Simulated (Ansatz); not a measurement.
# Ga2S3 (Imm2): the gap under strain at three levels, part 2 of 2

Aim: how the gap of Ga2S3 (Imm2) follows strain, by a semilocal functional, a hybrid and G0W0.

Ansatz 0.2.0; a semilocal functional, HSE06 and G0W0, plane waves, PAW. Known limits of the many-body steps: not at the basis limit; no spin-orbit coupling.

So far. Step 13 (Uniaxial along z +0.5 %: HSE06): The gap stands +1.35 eV against LDA. Step 14 (Biaxial in xy -2.0 %: LDA): The gap is indirect, with the least direct gap 0.14 eV higher.

## (15) Biaxial in xy -2.0 %: G0W0

This step: G0W0 on LDA, plane waves, PAW; PAW set soft_1.

Input file input.yaml:

```yaml
crystal:
  lattice:
    - [-1.7996110048, 5.4592068944, 2.67305246]
    - [1.7996110048, -5.4592068944, 2.67305246]
    - [1.7996110048, 5.4592068944, -2.67305246]
  atoms:
    - { symbol: Ga, position: [0.1678043686, 0.0080112159, 0.1597931527] }
    - { symbol: Ga, position: [0.8482180632, 0.0080112159, 0.8402068473] }
    - { symbol: S, position: [0.90022928, 0.2383757671, 0.6618535129] }
    - { symbol: S, position: [0.5765222542, 0.2383757671, 0.3381464871] }
    - { symbol: S, position: [0.257225044, 0.257225044, 0.0] }
kpoints:
  mp_grid: { grid: [6, 6, 6] }
hamiltonian:
  xc: lda
  pseudopotentials: { kind: paw, azcp: { folder: soft_1 }, xc_functional: pbe }
scf:
  occupations: { method: fixed }
gw:
  n_empty_bands: 411
  ecut_chi: 140
  qp_bands: [v2, c2]
  qp_kpoints: band_edges
  screening: { model: contour_deformation }
```

Started as:

```
$ ansatz run input.yaml --threads 3 --pin off --max-ram 92160MiB --backend cuda --events-out ev --progress --plain --runs-dir out --devices 1 --max-vram 13GiB
```

Run time: 2.7 min. Hardware: 1 × NVIDIA H100 80GB HBM3 (shared by 6 runs) with 3 threads of AMD EPYC 7R13 (Zen 3), shared host; peak memory 2.9 GiB.

This step gave:

- bands summed: 433
- RPA ε∞ on this mesh (eigenvalues): 6.003, 6.195, 6.427
- plane waves in the screening matrix: 401
- G0W0 gap on the mesh: 2.712 eV
- k of the valence top: -0.5, -0.5, -0.5
- k of the conduction bottom: 0, 0, 0
- starting gap on the mesh: 1.312 eV
- least direct G0W0 gap on the computed points: 2.843 eV

The gap on the mesh goes from 1.31 eV to 2.71 eV, a correction of +1.40 eV. Between the two edge states, bare exchange in place of the xc potential would open the gap by 7.45 eV, and correlation takes back 6.05 eV.

## (16) Biaxial in xy -2.0 %: HSE06

This step: DFT, HSE06, plane waves, PAW; PAW set soft_1.

input.yaml, as its differences from that of step 15:

```diff
@@ -12,13 +12,21 @@
 kpoints:
-  mp_grid: { grid: [6, 6, 6] }
+  mp_grid: { grid: [4, 4, 4] }
+  band_path:
+    path:
+      - [0.0, 0.0, 0.0]
+      - [0.5, -0.5, 0.5]
+      - [0.27716678, -0.27716678, 0.72283322]
+      - [-0.27716678, 0.27716678, 0.27716678]
+      - [0.30756361, 0.30756361, -0.30756361]
+      - [0.69243639, -0.30756361, 0.30756361]
+      - [0.0, 0.5, 0.0]
+      - [0.25, 0.25, 0.25]
+    npoints: 1
 hamiltonian:
-  xc: lda
-  pseudopotentials: { kind: paw, azcp: { folder: soft_1 }, xc_functional: pbe }
+  xc: hse06
+  pseudopotentials: { kind: paw, azcp: { folder: soft_1 } }
 scf:
   occupations: { method: fixed }
-gw:
-  n_empty_bands: 411
-  ecut_chi: 140
-  qp_bands: [v2, c2]
-  qp_kpoints: band_edges
-  screening: { model: contour_deformation }
+  n_extra_bands: 5
+output:
+  eigenvalues: true
```

Wall time 23 s (1 × NVIDIA H100 80GB HBM3 (shared by 6 runs) with 3 threads); peak memory 1.6 GiB.

This step gave:

```
gap                  : 2.675 eV
valence top at       : X
conduction bottom at : Γ
least direct gap     : 2.812 eV
```

The gap stands +1.36 eV against LDA.

## (17) Uniaxial along x +4.0 %: LDA

This step: DFT, LDA, plane waves, PAW; PAW set soft_1.

The cell differs from the one that the last finished run ended in (a 6.339 → 6.467 Å, b 6.339 → 6.467 Å, c 6.339 → 6.467 Å, α 147.0 → 145.6°, γ 130.1 → 131.2°).

Input file input.yaml:

```yaml
crystal:
  lattice:
    - [-1.9097912704, 5.57061928, 2.67305246]
    - [1.9097912704, -5.57061928, 2.67305246]
    - [1.9097912704, 5.57061928, -2.67305246]
  atoms:
    - { symbol: Ga, position: [0.1656869005, 0.0046988814, 0.1609880191] }
    - { symbol: Ga, position: [0.8437108623, 0.0046988814, 0.8390119809] }
    - { symbol: S, position: [0.9162175807, 0.2483720619, 0.6678455188] }
    - { symbol: S, position: [0.5805265431, 0.2483720619, 0.3321544812] }
    - { symbol: S, position: [0.2438571234, 0.2438571234, 0.0] }
kpoints:
  mp_grid: { grid: [8, 8, 8] }
  band_path:
    path:
      - [0.0, 0.0, 0.0]
      - [0.5, -0.5, 0.5]
      - [0.27716678, -0.27716678, 0.72283322]
      - [-0.27716678, 0.27716678, 0.27716678]
      - [0.30756361, 0.30756361, -0.30756361]
      - [0.69243639, -0.30756361, 0.30756361]
      - [0.0, 0.5, 0.0]
      - [0.25, 0.25, 0.25]
    npoints: 1
hamiltonian:
  xc: lda
  pseudopotentials: { kind: paw, azcp: { folder: soft_1 }, xc_functional: pbe }
scf:
  occupations: { method: fermi_dirac, width: 0.02 }
  n_extra_bands: 5
output:
  eigenvalues: true
```

Elapsed: 4.6 s, on 1 × NVIDIA H100 80GB HBM3 (shared by 6 runs) with 3 threads; peak memory 0.94 GiB.

This step gave:

| Item | Value |
| --- | --- |
| gap | 1.170 eV |
| valence top at | X |
| conduction bottom at | Γ |
| least direct gap | 1.312 eV |

The gap is indirect, with the least direct gap 0.14 eV higher.

## (18) Uniaxial along x +4.0 %: G0W0

This step: G0W0 on LDA, plane waves, PAW; PAW set soft_1.

input.yaml, the sections that differ from step 17:

```yaml
kpoints:
  mp_grid: { grid: [6, 6, 6] }
scf:
  occupations: { method: fixed }
gw:
  n_empty_bands: 411
  ecut_chi: 140
  qp_bands: [v2, c2]
  qp_kpoints: band_edges
  screening: { model: contour_deformation }
# crystal, hamiltonian: as in step 17
# output: removed
```

Elapsed: 3.7 min, on 1 × NVIDIA H100 80GB HBM3 (shared by 6 runs) with 3 threads; peak memory 3.4 GiB.

This step gave:

```yaml
bands_summed: 433
rpa_eps_infinity_on_this_mesh_eigenvalues: 5.623, 5.933, 6.453
plane_waves_in_the_screening_matrix: 417
g0w0_gap_on_the_mesh: 2.549 eV
k_of_the_valence_top: -0.5, -0.5, -0.5
k_of_the_conduction_bottom: 0, 0, 0
starting_gap_on_the_mesh: 1.170 eV
least_direct_g0w0_gap_on_the_computed_points: 2.678 eV
```

The gap on the mesh goes from 1.17 eV to 2.55 eV, a correction of +1.38 eV. Between the two edge states, bare exchange in place of the xc potential would open the gap by 7.27 eV, and correlation takes back 5.90 eV.

## (19) Uniaxial along x +4.0 %: HSE06

This step: DFT, HSE06, plane waves, PAW; PAW set soft_1.

Input file input.yaml:

```yaml
crystal:
  lattice:
    - [-1.9097912704, 5.57061928, 2.67305246]
    - [1.9097912704, -5.57061928, 2.67305246]
    - [1.9097912704, 5.57061928, -2.67305246]
  atoms:
    - { symbol: Ga, position: [0.1656869005, 0.0046988814, 0.1609880191] }
    - { symbol: Ga, position: [0.8437108623, 0.0046988814, 0.8390119809] }
    - { symbol: S, position: [0.9162175807, 0.2483720619, 0.6678455188] }
    - { symbol: S, position: [0.5805265431, 0.2483720619, 0.3321544812] }
    - { symbol: S, position: [0.2438571234, 0.2438571234, 0.0] }
kpoints:
  mp_grid: { grid: [4, 4, 4] }
  band_path:
    path:
      - [0.0, 0.0, 0.0]
      - [0.5, -0.5, 0.5]
      - [0.27716678, -0.27716678, 0.72283322]
      - [-0.27716678, 0.27716678, 0.27716678]
      - [0.30756361, 0.30756361, -0.30756361]
      - [0.69243639, -0.30756361, 0.30756361]
      - [0.0, 0.5, 0.0]
      - [0.25, 0.25, 0.25]
    npoints: 1
hamiltonian:
  xc: hse06
  pseudopotentials: { kind: paw, azcp: { folder: soft_1 } }
scf:
  occupations: { method: fixed }
  n_extra_bands: 5
output:
  eigenvalues: true
  write_density: true
  write_potential: true
  elf: true
  volumetric_format: npy
```

It took 29 s on 1 × NVIDIA H100 80GB HBM3 (shared by 6 runs) with 3 threads; peak memory 1.6 GiB.

Numbers from this step:

| Quantity | Value |
| --- | --- |
| gap | 2.497 eV |
| valence top at | X |
| conduction bottom at | Γ |
| least direct gap | 2.633 eV |

The gap stands +1.33 eV against LDA.

## (20) Gaps under strain

Gaps in eV; G0W0 is the start's gap plus the shift on one mesh and one count of bands for all cells.

```tsv
strain	LDA	G0W0@LDA	HSE06	change, LDA	change, G0W0@LDA	change, HSE06
unstrained	1.26	2.66	2.62	-	-	-
hydrostatic +3.0 %	1.14	2.52	2.46	−0.122	−0.140	−0.157
hydrostatic +1.5 %	1.20	2.60	2.54	−0.058	−0.061	−0.072
uniaxial along z +0.5 %	1.25	2.66	2.61	−0.008	−0.008	−0.009
biaxial in xy -2.0 %	1.31	2.71	2.67	+0.052	+0.047	+0.060
uniaxial along x +4.0 %	1.17	2.55	2.50	−0.090	−0.116	−0.118
```

## (21) What came out

| Quantity | Value |
| --- | --- |
| unstrained | LDA 1.26, G0W0@LDA 2.66, HSE06 2.62 eV |
| hydrostatic +3.0 % | LDA 1.14, G0W0@LDA 2.52, HSE06 2.46 eV |
| hydrostatic +1.5 % | LDA 1.20, G0W0@LDA 2.60, HSE06 2.54 eV |
| uniaxial along z +0.5 % | LDA 1.25, G0W0@LDA 2.66, HSE06 2.61 eV |
| biaxial in xy -2.0 % | LDA 1.31, G0W0@LDA 2.71, HSE06 2.67 eV |
| uniaxial along x +4.0 % | LDA 1.17, G0W0@LDA 2.55, HSE06 2.50 eV |

What this shows: Hydrostatic +3.0 %: the G0W0@LDA gap changes by −0.14 eV. Hydrostatic +1.5 %: the G0W0@LDA gap changes by −0.06 eV. Uniaxial along z +0.5 %: the G0W0@LDA gap changes by under 0.03 eV, which these settings can't resolve. Biaxial in xy -2.0 %: the G0W0@LDA gap changes by +0.05 eV. The slope for hydrostatic strain is −0.047 eV for each per cent, between unstrained and hydrostatic +3.0 %. The slope for uniaxial x strain is −0.029 eV for each per cent, between unstrained and uniaxial along x +4.0 %. LDA misses the unstrained G0W0@LDA gap by −1.40 eV but its changes by 0.026 eV at most. HSE06 misses the unstrained G0W0@LDA gap by −0.05 eV but its changes by 0.017 eV at most. Levels are read on the mesh, at the zone's corners and at the band edges found on the unstrained path, so a valley that moves off them is missed. The count of screening plane waves jumps between cells, which leaves noise of a few hundredths of an eV in G0W0. The many-body steps are scalar-relativistic: spin-orbit coupling is not in them.

[Paths, hosts, dates, memory and timing lines, banners, echoed tables and standing remarks are left out of the program output.]

[Logs are printed without paths, hosts, clocks, repeated set-up lines and the standing remarks that a program may print on its own settings, such as how far it seeks lower states.]

[Runs of the session that timed out or met a known fault of the program may be left out.]

[Cells called generated may have been cut or substituted from an entry of the Crystallography Open Database or the Materials Project.]

[Hosts, paths, dates, database ids (printed as entryN), source tags and the programs' standing remarks are cut or masked in the printed files.]
